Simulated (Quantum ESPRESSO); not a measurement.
# CrClO: which magnetic order is lowest, part 2 of 2

Does CrClO prefer parallel or opposed moments?

Quantum ESPRESSO 7.5; LDA with U = 3.5 eV on Cr d (ortho-atomic projectors); plane waves with GBRV 1.5 LDA potentials, no spin-orbit coupling.

So far, absolute magnetization (μB): step 2 (run 1 (ferro ++)) 6.46.

### 3. Start 2: antiferro +−

Input file pw.in:

```
&CONTROL
  calculation = 'scf'
  prefix = 'pwscf'
  outdir = './tmp'
  pseudo_dir = './pseudo'
  disk_io = 'nowf'
/
&SYSTEM
  ibrav = 0
  nat = 6
  ntyp = 4
  ecutwfc = 40
  ecutrho = 280
  nbnd = 37
  occupations = 'smearing'
  smearing = 'fd'
  degauss = 0.00367493
  nspin = 2
  starting_magnetization(1) = 0.2143
  starting_magnetization(2) = -0.2143
  starting_magnetization(3) = 0
  starting_magnetization(4) = 0
/
&ELECTRONS
  conv_thr = 1.2d-08
  electron_maxstep = 150
  mixing_beta = 0.3
/
ATOMIC_SPECIES
Cr1    51.9961 cr_lda_v1.5.uspp.F.UPF
Cr2    51.9961 cr_lda_v1.5.uspp.F.UPF
Cl     35.4500 cl_lda_v1.4.uspp.F.UPF
O      15.9990 o_lda_v1.2.uspp.F.UPF
CELL_PARAMETERS angstrom
   3.1900756200    0.0000000000    0.0000000000
   0.0000000000    3.8665605400    0.0000000000
   0.0000000000    0.0000000000    7.9524604400
ATOMIC_POSITIONS crystal
Cr1     0.0000000000    0.0000000000    0.1060403200
Cr2     0.5000000000    0.5000000000    0.8939596800
Cl      0.0000000000    0.5000000000    0.6814219400
Cl      0.5000000000    0.0000000000    0.3185780600
O       0.5000000000    0.0000000000    0.9478179000
O       0.0000000000    0.5000000000    0.0521821000
K_POINTS automatic
6 6 6 0 0 0
HUBBARD {ortho-atomic}
U Cr1-3d 3.5000
U Cr2-3d 3.5000
```

Command:

```sh
OMP_NUM_THREADS=1 mpirun -n 4 pw.x -nk 4 -in pw.in > pw.out
```

Output:

```text
[banner, memory and clock lines left out]
Program PWSCF v.7.5 starts

     Message from routine setup:
     using ibrav=0 with symmetry is DISCOURAGED, use correct ibrav instead

     bravais-lattice index     =            0
     lattice parameter (alat)  =       6.0284  a.u.
     unit-cell volume          =     661.9481 (a.u.)^3
     number of atoms/cell      =            6
     number of atomic types    =            4
     number of electrons       =        54.00
     number of Kohn-Sham states=           37
     kinetic-energy cutoff     =      40.0000  Ry
     charge density cutoff     =     280.0000  Ry
     scf convergence threshold =      1.2E-08
     mixing beta               =       0.3000
     number of iterations used =            8  plain     mixing
     Exchange-correlation= SLA  PZ   NOGX NOGC
                           (   1   1   0   0   0   0   0)
     Hubbard projectors: ortho-atomic
     Hubbard parameters of DFT+U (Dudarev formulation) in eV:
     U(Cr1-3d) =  3.5000
     U(Cr2-3d) =  3.5000

     Internal variables: lda_plus_u =T, lda_plus_u_kind = 0

     Internal variables: orbital_resolved =F, hub_pot_fix =F, apply_U = F

     celldm(1)=   6.028369  celldm(2)=   0.000000  celldm(3)=   0.000000
     celldm(4)=   0.000000  celldm(5)=   0.000000  celldm(6)=   0.000000

     crystal axes: (cart. coord. in units of alat)
               a(1) = (   1.000000   0.000000   0.000000 )
               a(2) = (   0.000000   1.212059   0.000000 )
               a(3) = (   0.000000   0.000000   2.492875 )

     reciprocal axes: (cart. coord. in units 2 pi/alat)
               b(1) = (  1.000000  0.000000  0.000000 )
               b(2) = (  0.000000  0.825042  0.000000 )
               b(3) = (  0.000000  0.000000  0.401143 )

     PseudoPot. # 1 for Cr read from file:
     cr_lda_v1.5.uspp.F.UPF
     Pseudo is Ultrasoft + core correction, Zval = 14.0

     PseudoPot. # 2 for Cr read from file:
     cr_lda_v1.5.uspp.F.UPF
     Pseudo is Ultrasoft + core correction, Zval = 14.0

     PseudoPot. # 3 for Cl read from file:
     cl_lda_v1.4.uspp.F.UPF
     Pseudo is Ultrasoft + core correction, Zval =  7.0

     PseudoPot. # 4 for O  read from file:
     o_lda_v1.2.uspp.F.UPF
     Pseudo is Ultrasoft + core correction, Zval =  6.0

     atomic species   valence    mass     pseudopotential
     Cr1              14.00    51.99610     Cr( 1.00)
     Cr2              14.00    51.99610     Cr( 1.00)
     Cl                7.00    35.45000     Cl( 1.00)
     O                 6.00    15.99900     O ( 1.00)

     Starting magnetic structure
     atomic species   magnetization
     Cr1             0.214
     Cr2            -0.214
     Cl              0.000
     O               0.000

      4 Sym. Ops. (no inversion) found

   Cartesian axes

     site n.     atom                  positions (alat units)
         1        Cr1    tau(   1) = (   0.0000000   0.0000000   0.2643453  )
         2        Cr2    tau(   2) = (   0.5000000   0.6060296   2.2285299  )
         3        Cl     tau(   3) = (   0.0000000   0.6060296   1.6986999  )
         4        Cl     tau(   4) = (   0.5000000   0.0000000   0.7941753  )
         5        O      tau(   5) = (   0.5000000   0.0000000   2.3627917  )
         6        O      tau(   6) = (   0.0000000   0.6060296   0.1300835  )

     number of k points=    64  Fermi-Dirac smearing, width (Ry)=  0.0037
                       cart. coord. in units 2pi/alat
        k(    1) = (   0.0000000   0.0000000   0.0000000), wk =   0.0046296
        k(    2) = (   0.0000000   0.0000000   0.0668572), wk =   0.0092593
        k(    3) = (   0.0000000   0.0000000   0.1337144), wk =   0.0092593
        k(    4) = (   0.0000000   0.0000000  -0.2005716), wk =   0.0046296
        k(    5) = (   0.0000000   0.1375070   0.0000000), wk =   0.0092593
        [... 59 further k-points ...]

     Dense  grid:    52363 G-vectors     FFT dimensions: (  36,  40,  81)

     Smooth grid:    22633 G-vectors     FFT dimensions: (  25,  30,  64)

     Check: negative core charge=   -0.000005
     Generating pointlists ...
     new r_m :   0.2560 (alat units)  1.5436 (a.u.) for type    1
     new r_m :   0.2560 (alat units)  1.5436 (a.u.) for type    2
     new r_m :   0.3005 (alat units)  1.8116 (a.u.) for type    3
     new r_m :   0.2560 (alat units)  1.5436 (a.u.) for type    4

     Initial potential from superposition of free atoms

     starting charge      52.0000, renormalised to      54.0000

     negative rho (up, down):  1.552E-02 1.552E-02

     STARTING HUBBARD OCCUPATIONS:

     =================== HUBBARD OCCUPATIONS ===================
     ------------------------ ATOM    1 ------------------------
     Tr[ns(  1)] (up, down, total) =   3.40000  0.00000  3.40000
     Atomic magnetic moment for atom   1 =   3.40000
     [... lines left out ...]
     ------------------------ ATOM    2 ------------------------
     Tr[ns(  2)] (up, down, total) =   0.00000  3.40000  3.40000
     Atomic magnetic moment for atom   2 =  -3.40000
     [... lines left out ...]
     Number of occupied Hubbard levels =    6.8000

     Atomic wfc used for Hubbard projectors are orthogonalized

     Starting wfcs are   36 randomized atomic wfcs +    1 random wfcs

     Self-consistent Calculation

     iteration #  1     ecut=    40.00 Ry     beta= 0.30
     Davidson diagonalization with overlap
     ethr =  1.00E-02,  avg # of iterations =  5.2

     =================== HUBBARD OCCUPATIONS ===================
     ------------------------ ATOM    1 ------------------------
     Tr[ns(  1)] (up, down, total) =   3.45265  0.39260  3.84524
     Atomic magnetic moment for atom   1 =   3.06005
     [... lines left out ...]
     ------------------------ ATOM    2 ------------------------
     Tr[ns(  2)] (up, down, total) =   0.39259  3.45267  3.84526
     Atomic magnetic moment for atom   2 =  -3.06008
     [... lines left out ...]
     Number of occupied Hubbard levels =    7.6905

     negative rho (up, down):  1.554E-02 1.554E-02

     total energy              =    -481.92926919 Ry
     estimated scf accuracy    <       1.49649747 Ry

     total magnetization       =    -0.00 Bohr mag/cell
     absolute magnetization    =     6.42 Bohr mag/cell

     iteration #  2     ecut=    40.00 Ry     beta= 0.30
     Davidson diagonalization with overlap
     ethr =  2.77E-03,  avg # of iterations =  2.1

     negative rho (up, down):  1.589E-02 1.589E-02

     total energy              =    -482.19241059 Ry
     estimated scf accuracy    <       0.12821467 Ry

     total magnetization       =     0.00 Bohr mag/cell
     absolute magnetization    =     6.35 Bohr mag/cell

     [... further iterations left out ...]

     iteration # 11     ecut=    40.00 Ry     beta= 0.30
     Davidson diagonalization with overlap
     ethr =  1.02E-09,  avg # of iterations =  2.1

     negative rho (up, down):  1.695E-02 1.695E-02

     total energy              =    -482.21426209 Ry
     estimated scf accuracy    <       0.00000027 Ry

     total magnetization       =     0.00 Bohr mag/cell
     absolute magnetization    =     6.41 Bohr mag/cell

     iteration # 12     ecut=    40.00 Ry     beta= 0.30
     Davidson diagonalization with overlap
     ethr =  4.93E-10,  avg # of iterations =  2.0

     negative rho (up, down):  1.695E-02 1.695E-02

     Magnetic moment per site  (integrated on atomic sphere of radius R)
     atom   1 (R=0.256)  charge= 10.8728  magn=  2.4791
     atom   2 (R=0.256)  charge= 10.8729  magn= -2.4791
     atom   3 (R=0.301)  charge=  5.0274  magn=  0.0247
     atom   4 (R=0.301)  charge=  5.0274  magn= -0.0247
     atom   5 (R=0.256)  charge=  5.4713  magn= -0.0174
     atom   6 (R=0.256)  charge=  5.4713  magn=  0.0174

     End of self-consistent calculation

     =================== HUBBARD OCCUPATIONS ===================
     ------------------------ ATOM    1 ------------------------
     Tr[ns(  1)] (up, down, total) =   3.62133  0.57892  4.20024
     Atomic magnetic moment for atom   1 =   3.04241
     [... lines left out ...]
     ------------------------ ATOM    2 ------------------------
     Tr[ns(  2)] (up, down, total) =   0.57892  3.62133  4.20026
     Atomic magnetic moment for atom   2 =  -3.04241
     [... lines left out ...]
     Number of occupied Hubbard levels =    8.4005

     Number of k-points >= 100: set verbosity='high' to print the bands.

     the Fermi energy is     6.5229 ev

!    total energy              =    -482.21426216 Ry
     estimated scf accuracy    <          9.1E-09 Ry
     smearing contrib. (-TS)   =      -0.00000000 Ry
     internal energy E=F+TS    =    -482.21426216 Ry

     The total energy is F=E-TS. E is the sum of the following terms:
     one-electron contribution =    -492.45278258 Ry
     hartree contribution      =     264.14101183 Ry
     xc contribution           =     -77.61161837 Ry
     ewald contribution        =    -176.53968915 Ry
     Hubbard energy            =       0.24881610 Ry

     total magnetization       =    -0.00 Bohr mag/cell
     absolute magnetization    =     6.41 Bohr mag/cell

     convergence has been achieved in  12 iterations
```

The job ended after 48 s (4 MPI ranks of Intel Xeon Platinum 8375C at 2.90GHz (Ice Lake), shared host; peak memory 0.73 GiB).

Spin moment in the atom's sphere by atom:

```csv
atom,spin moment in the atom's sphere (μB)
Cr1,2.48
Cr2,-2.48
Cl3,0.02
Cl4,-0.02
O5,-0.02
O6,0.02
```

Read from the output:

```yaml
smearing_term_ts: 1.12e-10 eV
magnetization: 0 μB
absolute_magnetization: 6.415 μB
final_state: antiferromagnetic
```

### 4. Ranking

An order is kept where moments of 0.15 μB or more survive with the typed signs; meshes match where a doubled cell samples the same k points as the first cell.

Orders:

```csv
start,final state,typed order kept,energy over the lowest (meV a seeded atom),largest site moment (μB),net moment (μB a cell of the first run),mesh matched,CPU time (s)
ferro ++,ferromagnetic,yes,0,2.506,6,yes,213.2
antiferro +-,antiferromagnetic,yes,20.68,2.479,0,yes,189.2
```

### 5. Occupations of the corrected shells in the lowest state

Occupations of the Hubbard shells:

```csv
block,type,shell,spin,electrons,occupation numbers
1,Cr,3d,up,3.637,0.323 0.353 0.983 0.989 0.990
1,Cr,3d,down,0.5652,0.058 0.059 0.065 0.186 0.197
2,Cr,3d,up,3.637,0.323 0.353 0.983 0.989 0.990
2,Cr,3d,down,0.5652,0.058 0.059 0.065 0.186 0.197
```

### 6. Summary of results

```yaml
lowest_state_found: ferromagnetic (from ferro ++)
largest_site_moment: 2.51 μB
next_state_with_moments: antiferromagnetic, 20.7 meV a seeded atom higher
```

In words: Only these 2 starts were compared; other wavevectors, canted and longer-period orders were not.

[Logs and program files are shortened in this print: banners, set-up blocks, solver, clock and traceback lines can be left out without a mark of their own.]

[Logs are printed without paths, hosts, clocks, repeated set-up lines and the standing remarks that a program may print on its own settings, such as how far it seeks lower states.]

[Hosts, paths, dates, database ids (printed as entryN), source tags and the programs' standing remarks are cut or masked in the printed files.]

[Where a cell is said to come from a database of computed structures, the database is the Materials Project.]
